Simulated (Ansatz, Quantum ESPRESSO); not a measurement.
# K3HO (Pm-3m): phonons by linear response, part 2 of 4

Wanted: phonon bands, density of states and zone-centre response of K3HO (Pm-3m).

Quantum ESPRESSO 7.5; DFT LDA, scalar-relativistic, plane waves, PseudoDojo norm-conserving pseudopotentials.

So far. Step 2 (A first look): A gap of 1.5 eV opens on this mesh, so the crystal is taken as an insulator; the start stands at -2.7 GPa. Step 4 (Ground state): The cell stands at -0.0070 GPa, close enough for phonons. The relaxed cell has a = 5.008 Å (conventional setting).

The structure was built from a prototype and need not be the compound's stable phase.

## Step 5: Linear response on the mesh

Linear response treats each wavevector in the unit cell, with no supercell; the 2×2×2 mesh fixes the range of the force constants to be had.

ph.in reads:

```
phonons
&inputph
   prefix = 'x'
   outdir = './tmp'
   fildyn = 'x.dyn'
   tr2_ph = 1.0d-18
   epsil = .true.
   ldisp = .true.
   nq1 = 2
   nq2 = 2
   nq3 = 2
/
```

On the command line:

```
$ OMP_NUM_THREADS=1 mpirun -n 4 ph.x -nk 4 -in ph.in > ph.out
```

Numbers of over 12 decimals in the logs are rounded to 6 here.

The program printed:

```text
[banners, grids, parts of the stress and lines that vanish by symmetry left out]
[banner, memory and clock lines left out]
Program PHONON v.7.5

[...]
Exchange-correlation= PW
                           (   1   4   0   0   0   0   0)
[...]
(   4 q-points):
[...]
kinetic-energy cut-off    =      84.0000  Ry
     charge density cut-off    =     336.0000  Ry
     convergence threshold     =      1.0E-18
[...]
Exchange-correlation= PW
                           (   1   4   0   0   0   0   0)
[...]
q = (   0.0000000   0.0000000   0.0000000 )
     49 Sym.Ops. (with q -> -q+G )
     G cutoff =  762.1152  (  88327 G-vectors)     FFT grid: ( 60, 60, 60)
     number of k points=    10
[...]
Mode symmetry, O_h (m-3m)  point group:
[...]
Dielectric constant
[...]
End of electric fields calculation
          Dielectric constant in cartesian axis
          (       3.116829129       0.000000000       0.000000000 )
          (       0.000000000       3.116829129       0.000000000 )
          (       0.000000000       0.000000000       3.116829129 )
          Effective charges (d Force / dE) in cartesian axis without acoustic sum rule applied (asr)
           atom    1  H     Mean Z*:       -1.08451
      Ex  (       -1.08451        0.00000        0.00000 )
      Ey  (        0.00000       -1.08451        0.00000 )
      Ez  (        0.00000        0.00000       -1.08451 )
           atom    2  O     Mean Z*:       -2.28014
      Ex  (       -2.28014        0.00000        0.00000 )
      Ey  (        0.00000       -2.28014        0.00000 )
      Ez  (        0.00000        0.00000       -2.28014 )
           atom    3  K     Mean Z*:        1.11354
      Ex  (        1.05215        0.00000        0.00000 )
      Ey  (        0.00000        1.05215        0.00000 )
      Ez  (        0.00000        0.00000        1.23630 )
           atom    4  K     Mean Z*:        1.11354
      Ex  (        1.05215        0.00000        0.00000 )
      Ey  (        0.00000        1.23630        0.00000 )
      Ez  (        0.00000        0.00000        1.05215 )
           atom    5  K     Mean Z*:        1.11354
      Ex  (        1.23630        0.00000        0.00000 )
      Ey  (        0.00000        1.05215        0.00000 )
      Ez  (        0.00000        0.00000        1.05215 )
          Effective charges Sum: Mean:       -0.02404
[...]
Effective charges (d Force / dE) in cartesian axis with asr applied:
           atom    1  H     Mean Z*:       -1.07970
[...]
atom    2  O     Mean Z*:       -2.27533
[...]
atom    3  K     Mean Z*:        1.11834
[...]
atom    4  K     Mean Z*:        1.11834
[...]
atom    5  K     Mean Z*:        1.11834
[...]
Representation #   1 modes #   1   2   3
[...]
End of self-consistent calculation
     Convergence has been achieved
     Representation #   2 modes #   4   5   6
[...]
End of self-consistent calculation
     Convergence has been achieved
     Representation #   3 modes #   7   8   9
[...]
End of self-consistent calculation
     Convergence has been achieved
     Representation #   4 modes #  10  11  12
[...]
End of self-consistent calculation
     Convergence has been achieved
[...]
Convergence has been achieved
[...]
Dielectric constant in cartesian axis
          (       3.116829129       0.000000000       0.000000000 )
          (       0.000000000       3.116829129       0.000000000 )
          (       0.000000000       0.000000000       3.116829129 )
          Effective charges (d Force / dE) in cartesian axis without acoustic sum rule applied (asr)
           atom    1  H     Mean Z*:       -1.08451
      Ex  (       -1.08451        0.00000        0.00000 )
      Ey  (        0.00000       -1.08451        0.00000 )
      Ez  (        0.00000        0.00000       -1.08451 )
           atom    2  O     Mean Z*:       -2.28014
      Ex  (       -2.28014        0.00000        0.00000 )
      Ey  (        0.00000       -2.28014        0.00000 )
      Ez  (        0.00000        0.00000       -2.28014 )
           atom    3  K     Mean Z*:        1.11354
      Ex  (        1.05215        0.00000        0.00000 )
      Ey  (        0.00000        1.05215        0.00000 )
      Ez  (        0.00000        0.00000        1.23630 )
           atom    4  K     Mean Z*:        1.11354
      Ex  (        1.05215        0.00000        0.00000 )
      Ey  (        0.00000        1.23630        0.00000 )
      Ez  (        0.00000        0.00000        1.05215 )
           atom    5  K     Mean Z*:        1.11354
      Ex  (        1.23630        0.00000        0.00000 )
      Ey  (        0.00000        1.05215        0.00000 )
      Ez  (        0.00000        0.00000        1.05215 )
          Effective charges Sum: Mean:       -0.02404
[...]
Effective charges (d Force / dE) in cartesian axis with asr applied:
           atom    1  H     Mean Z*:       -1.07970
[...]
atom    2  O     Mean Z*:       -2.27533
[...]
atom    3  K     Mean Z*:        1.11834
[...]
atom    4  K     Mean Z*:        1.11834
[...]
atom    5  K     Mean Z*:        1.11834
[...]
Effective charges (d P / du) in cartesian axis
[...]
q = (    0.000000000   0.000000000   0.000000000 )
[...]
freq (    1) =      -5.057219 [THz] =    -168.690659 [cm-1]
     freq (    2) =      -5.057219 [THz] =    -168.690659 [cm-1]
     freq (    3) =      -5.057219 [THz] =    -168.690659 [cm-1]
     freq (    4) =      -0.968345 [THz] =     -32.300517 [cm-1]
     freq (    5) =      -0.968345 [THz] =     -32.300517 [cm-1]
     freq (    6) =      -0.968345 [THz] =     -32.300517 [cm-1]
     freq (    7) =      -0.061997 [THz] =      -2.068013 [cm-1]
     freq (    8) =      -0.061997 [THz] =      -2.068013 [cm-1]
     freq (    9) =      -0.061997 [THz] =      -2.068013 [cm-1]
     freq (   10) =       6.112802 [THz] =     203.901136 [cm-1]
     freq (   11) =       6.112802 [THz] =     203.901136 [cm-1]
     freq (   12) =       6.112802 [THz] =     203.901136 [cm-1]
     freq (   13) =       8.702744 [THz] =     290.292295 [cm-1]
     freq (   14) =       8.702744 [THz] =     290.292295 [cm-1]
[...]
Mode symmetry, O_h (m-3m)  point group:
     freq (   1-   3) =       -168.7  [cm-1]   --> T_1u G_15  G_4- I
     freq (   4-   6) =        -32.3  [cm-1]   --> T_2u G_25  G_5-
     freq (   7-   9) =         -2.1  [cm-1]   --> T_1u G_15  G_4- I
     freq (  10-  12) =        203.9  [cm-1]   --> T_1u G_15  G_4- I
     freq (  13-  15) =        290.3  [cm-1]   --> T_1u G_15  G_4- I
[...]
Mode symmetry, D_4h(4/mmm) point group:
[...]
Representation #   1 mode #   1
[...]
Convergence has been achieved
     Representation #   2 mode #   2
[...]
Convergence has been achieved
     Representation #   3 mode #   3
[...]
Convergence has been achieved
     Representation #   4 modes #   4   5
[...]
Convergence has been achieved
     Representation #   5 modes #   6   7
[...]
Convergence has been achieved
     Representation #   6 modes #   8   9
[...]
Convergence has been achieved
     Representation #   7 mode #  10
[...]
Convergence has been achieved
[...]
Convergence has been achieved
     Representation #   9 modes #  12  13
[...]
Convergence has been achieved
[...]
q = (    0.000000000   0.000000000  -0.500000000 )
[...]
Mode symmetry, D_4h(4/mmm) point group:
     freq (   1-   2) =       -118.9  [cm-1]   --> E_u  X_5' M_5'
     freq (   3-   4) =        -27.6  [cm-1]   --> E_g  X_5  M_5
     freq (   5-   5) =         17.7  [cm-1]   --> B_1g X_2  M_2
     freq (   6-   6) =         97.2  [cm-1]   --> A_1g X_1  M_1
     freq (   7-   8) =        118.1  [cm-1]   --> E_g  X_5  M_5
     freq (   9-  10) =        124.1  [cm-1]   --> E_u  X_5' M_5'
     freq (  11-  11) =        184.5  [cm-1]   --> A_2u X_4' M_4'
     freq (  12-  13) =        291.0  [cm-1]   --> E_g  X_5  M_5
     freq (  14-  14) =        353.9  [cm-1]   --> A_1g X_1  M_1
     freq (  15-  15) =        441.6  [cm-1]   --> A_2u X_4' M_4'
[...]
Mode symmetry, D_4h(4/mmm) point group:
[...]
Representation #   8 mode #   9
[...]
Convergence has been achieved
     Representation #  11 modes #  14  15
[...]
Convergence has been achieved
[...]
q = (    0.000000000  -0.500000000  -0.500000000 )
[...]
Mode symmetry, D_4h(4/mmm) point group:
     freq (   1-   2) =       -103.5  [cm-1]   --> E_u  X_5' M_5'
     freq (   3-   3) =        -64.7  [cm-1]   --> B_1g X_2  M_2
     freq (   4-   4) =        -36.6  [cm-1]   --> A_2u X_4' M_4'
     freq (   5-   6) =         36.1  [cm-1]   --> E_g  X_5  M_5
     freq (   7-   7) =        113.1  [cm-1]   --> A_1g X_1  M_1
     freq (   8-   8) =        113.8  [cm-1]   --> B_1u X_2' M_2'
     freq (   9-   9) =        172.7  [cm-1]   --> A_2g X_4  M_4
     freq (  10-  11) =        221.5  [cm-1]   --> E_u  X_5' M_5'
     freq (  12-  12) =        239.4  [cm-1]   --> B_2g X_3  M_3
     freq (  13-  13) =        293.2  [cm-1]   --> B_1u X_2' M_2'
     freq (  14-  15) =        396.2  [cm-1]   --> E_u  X_5' M_5'
[...]
Mode symmetry, O_h (m-3m)  point group:
[...]
Convergence has been achieved
     Representation #   2 mode #   4
[...]
Convergence has been achieved
     Representation #   3 modes #   5   6
[...]
Convergence has been achieved
[...]
Convergence has been achieved
     Representation #   5 modes #  10  11  12
[...]
End of self-consistent calculation
     Convergence has been achieved
     Representation #   6 modes #  13  14  15
[...]
End of self-consistent calculation
     Convergence has been achieved
[...]
q = (   -0.500000000  -0.500000000  -0.500000000 )
[...]
freq (    8) =       5.162862 [THz] =     172.214537 [cm-1]
     freq (    9) =       7.562437 [THz] =     252.255754 [cm-1]
     freq (   10) =       8.293275 [THz] =     276.633866 [cm-1]
     freq (   11) =       8.293275 [THz] =     276.633866 [cm-1]
     freq (   12) =       8.293275 [THz] =     276.633866 [cm-1]
     freq (   13) =      10.148855 [THz] =     338.529364 [cm-1]
     freq (   14) =      10.148855 [THz] =     338.529364 [cm-1]
     freq (   15) =      10.148855 [THz] =     338.529364 [cm-1]
[...]
Mode symmetry, O_h (m-3m)  point group:
     freq (   1-   3) =       -118.4  [cm-1]   --> T_1u G_15  G_4-
     freq (   4-   6) =        -65.1  [cm-1]   --> T_2u G_25  G_5-
     freq (   7-   8) =        172.2  [cm-1]   --> E_u  G_12' G_3-
     freq (   9-   9) =        252.3  [cm-1]   --> A_2u G_2'  G_2-
     freq (  10-  12) =        276.6  [cm-1]   --> T_1u G_15  G_4-
     freq (  13-  15) =        338.5  [cm-1]   --> T_2g G_25' G_5+
```

Elapsed: 29 min, on 4 MPI ranks of Intel Xeon Platinum 8488C (Sapphire Rapids), shared host.

This step gave:

| Property | Result |
| --- | --- |
| miss of the charge sum rule | 0.02405 e |
| largest acoustic frequency at the zone centre before the sum rule | -2.07 cm⁻¹ |
| highest optical zone-centre mode (no LO-TO term) | 290.3 cm⁻¹ |
| lowest optical zone-centre mode | -168.7 cm⁻¹ |
| mean high-frequency dielectric constant | 3.117 |
| largest Born charge in size (third of the trace) | 2.280 e |
| lowest mode on the q mesh (acoustic ones at the zone centre apart) | -168.7 cm⁻¹ |

Frequencies (cm⁻¹) at each irreducible wavevector; negative means imaginary. Frequencies by wavevector:

```
 q (fractions)  star  mode 1  mode 2  mode 3  mode 4  mode 13  mode 14  mode 15
         0 0 0     1  -168.7  -168.7  -168.7   -32.3    290.3    290.3    290.3
      0 0 -0.5     3  -118.9  -118.9  -27.64  -27.64      291    353.9    441.6
   0 -0.5 -0.5     3  -103.5  -103.5  -64.67   -36.6    293.2    396.2    396.2
-0.5 -0.5 -0.5     1  -118.4  -118.4  -118.4  -65.09    338.5    338.5    338.5
```

Born charge (rows field, columns displacement), before the sum rule (e), principal values of the symmetric part by kind of site:

```
atom  atoms with these values    low  middle   high   mean
  H1                        1  -1.08   -1.08  -1.08  -1.08
  O2                        1  -2.28   -2.28  -2.28  -2.28
  K3                        3   1.05    1.05   1.24   1.11
```

In full for O2:

```
-2.28  0.00  0.00
 0.00 -2.28  0.00
 0.00  0.00 -2.28
```

High-frequency dielectric tensor:

```
3.12 0.00 0.00
0.00 3.12 0.00
0.00 0.00 3.12
```

The acoustic modes at Γ come out as far as 2.1 cm⁻¹ from zero, where they should vanish, a small numerical error; the Born charges miss their sum rule by 0.024 e, which is fair. The lowest optical mode is imaginary, 169i cm⁻¹, an instability at this level and on this k mesh.

## Step 6: Fourier transform to real space

The dynamical matrices of the mesh are Fourier-transformed to force constants in real space, after the long-range dipole part is taken out.

q2r.in reads:

```
&input
   fildyn = 'x.dyn'
   zasr = 'crystal'
   flfrc = 'x.fc'
/
```

On the command line:

```
$ q2r.x < q2r.in > q2r.out
```

The program printed:

```text
[banners, grids, parts of the stress and lines that vanish by symmetry left out]
[banner, memory and clock lines left out]
Program Q2R v.7.5

  reading grid info from file x.dyn0

  reading force constants from file x.dyn1
 macroscopic fields = T
   3.11683   0.00000   0.00000
   0.00000   3.11683   0.00000
[...]
na=            1
[...]
na=            2
[...]
na=            3
[...]
na=            4
[...]
na=            5
[...]
0.00000   1.05215   0.00000
   0.00000   0.00000   1.05215
  Norm of the difference between old and new effective charges:    0.018624
  alpha Ewald:    2.268200
  nqs=            1
 q=   0.00000000  0.00000000  0.00000000
  reading force constants from file x.dyn2
  alpha Ewald:    2.268200
  nqs=            3
 q=   0.00000000  0.00000000 -0.50000000
[...]
reading force constants from file x.dyn3
  alpha Ewald:    2.268200
  nqs=            3
[...]
q=  -0.50000000  0.00000000 -0.50000000
  reading force constants from file x.dyn4
  alpha Ewald:    2.268200
  nqs=            1
 q=  -0.50000000 -0.50000000 -0.50000000

      q-space grid ok, #points =    8

      fft-check success (sum of imaginary terms < 10^-12)
```

Elapsed: 0.63 s, on 1 thread.

## Step 7: Interpolated phonon bands

From the force constants any wavevector is cheap; points of the mesh come back as solved, but for the sum rule and, in polar crystals, the LO-TO term at Γ; the rest is interpolation.

matdyn.in reads:

```
&input
   asr = 'crystal'
   flfrc = 'x.fc'
   flfrq = 'x.freq'
   flvec = 'x.modes'
   q_in_band_form = .true.
   q_in_cryst_coord = .true.
/
8
  0.0000000   0.0000000   0.0000000  12  ! GAMMA
  0.0000000   0.5000000   0.0000000  12  ! X
  0.5000000   0.5000000   0.0000000  12  ! M
  0.0000000   0.0000000   0.0000000  12  ! GAMMA
  0.5000000   0.5000000   0.5000000  12  ! R
  0.0000000   0.5000000   0.0000000   1  ! X
  0.5000000   0.5000000   0.5000000  12  ! R
  0.5000000   0.5000000   0.0000000   1  ! M
```

On the command line:

```
$ matdyn.x -in matdyn.in > matdyn.out
```

The program printed:

```text
[banner, memory and clock lines left out]
Program MATDYN v.7.5

 mass for atomic type   1 not given; uses mass from file x.fc
 mass for atomic type   2 not given; uses mass from file x.fc
 mass for atomic type   3 not given; uses mass from file x.fc
 Norm of the difference between old and new effective charges:    1.0286e-16

 Norm of the difference between old and new force-constants:   2.18305e-05
```

Run time: 0.78 s. Hardware: 1 thread.

Read from the output:

```yaml
lowest_frequency_on_the_path: -168.8 cm⁻¹
```

Matdyn.x, sum rule crystal. The phonon branches at the labelled points (cm⁻¹):

```
    point  branch 1  branch 2  branch 3  branch 4  branch 12  branch 13  branch 14  branch 15
        Γ      -169      -169       -32       -32        262        290        290        453
  halfway      -147      -147       -28       -28        291        291        306        450
        X      -119      -119       -28       -28        291        291        354        442
  halfway      -108      -101       -60       -51        269        292        375        411
        M      -104      -104       -65       -37        239        293        396        396
  halfway      -127      -118       -46       -34        250        291        330        431
        Γ      -169      -169       -32       -32        262        290        290        453
  halfway      -116      -116       -51       -34        232        317        317        413
        R      -118      -118      -118       -65        277        338        338        338
  halfway      -116       -94       -78       -56        261        306        370        385
        X      -119      -119       -28       -28        291        291        354        442
jump to R      -118      -118      -118       -65        277        338        338        338
  halfway      -108      -108      -104       -65        246        316        371        371
        M      -104      -104       -65       -37        239        293        396        396
```

The path dips to 169i cm⁻¹.

## Step 8: Density of states

Sums over the zone need many more wavevectors than were solved, so the interpolation is sampled on a dense mesh.

matdyn.in reads:

```
&input
   asr = 'crystal'
   flfrc = 'x.fc'
   dos = .true.
   fldos = 'x.dos'
   nk1 = 9
   nk2 = 9
   nk3 = 9
   deltaE = 1.0
/
```

On the command line:

```
$ matdyn.x -in matdyn.in > matdyn.out
```

The program printed:

```text
[banner, memory and clock lines left out]
Program MATDYN v.7.5

 mass for atomic type   1 not given; uses mass from file x.fc
 mass for atomic type   2 not given; uses mass from file x.fc
 mass for atomic type   3 not given; uses mass from file x.fc
 Norm of the difference between old and new effective charges:    1.0286e-16

 Norm of the difference between old and new force-constants:   2.18305e-05
```

Elapsed: 7.4 s, on 1 thread.

This step gave:

```
share of modes beyond 3i cm⁻¹ on the dense interpolated mesh : 0.3303
```

The phonon density of states has structure finer than the step of the table below, so its rows give means over 25 cm⁻¹, whole bins alone (the curve runs from -169 to 451 cm⁻¹). Peaks (cm⁻¹: height): total -112.8: 0.0878, -60.8: 0.0613, -24.8: 0.0712, 295.2: 0.0847; H -112.8: 0.0294, 227.2: 0.0134, 247.2: 0.0144, 435.2: 0.0095; K -112.8: 0.0572, -60.8: 0.0575, -24.8: 0.0703, 167.2: 0.0397; O 295.2: 0.06, 363.2: 0.0175.

Tetrahedra. The phonon density of states by wavenumber; means over each step; values in 1/cm⁻¹/cell:

```
wavenumber (cm⁻¹)    total        H        K        O
             -150  0.00633  0.00349  0.00231   5.3e-4
             -125   0.0341   0.0142   0.0189   9.9e-4
             -100   0.0422   0.0130   0.0285   6.8e-4
              -75   0.0160  0.00214   0.0138   1.0e-4
              -50   0.0493   9.7e-4   0.0483   6.1e-5
              -25   0.0434   2.7e-4   0.0429   2.4e-4
                0   0.0116   1.4e-4   0.0114   6.6e-5
               25  0.00843   2.3e-4  0.00794   2.5e-4
               50   0.0142   9.4e-4   0.0123  0.00101
               75   0.0225  0.00198   0.0189  0.00170
              100   0.0206  0.00131   0.0170  0.00237
              125   0.0254  0.00201   0.0189  0.00456
              150   0.0342  0.00581   0.0243  0.00411
              175   0.0306  0.00618   0.0210  0.00341
              200   0.0338  0.00979   0.0207  0.00328
              225   0.0376   0.0113   0.0212  0.00509
              250   0.0309   0.0123   0.0106  0.00808
              275   0.0159  0.00373  0.00451  0.00769
              300   0.0382   8.3e-4  0.00968   0.0277
              325   0.0116  0.00142   7.8e-4  0.00936
              350   0.0170  0.00353   4.8e-4   0.0130
              375   0.0174  0.00501   6.5e-4   0.0117
              400   0.0146  0.00654  0.00114  0.00691
              425   0.0143  0.00856  0.00147  0.00425
```

(Continued in part 3 of 4.)

[Host names and launcher messages were left out of these logs when they were recorded.]

[Logs are printed without paths, hosts, clocks, repeated set-up lines and the standing remarks that a program may print on its own settings, such as how far it seeks lower states.]

[Hosts, paths, dates, database ids (printed as entryN), source tags and the programs' standing remarks are cut or masked in the printed files.]
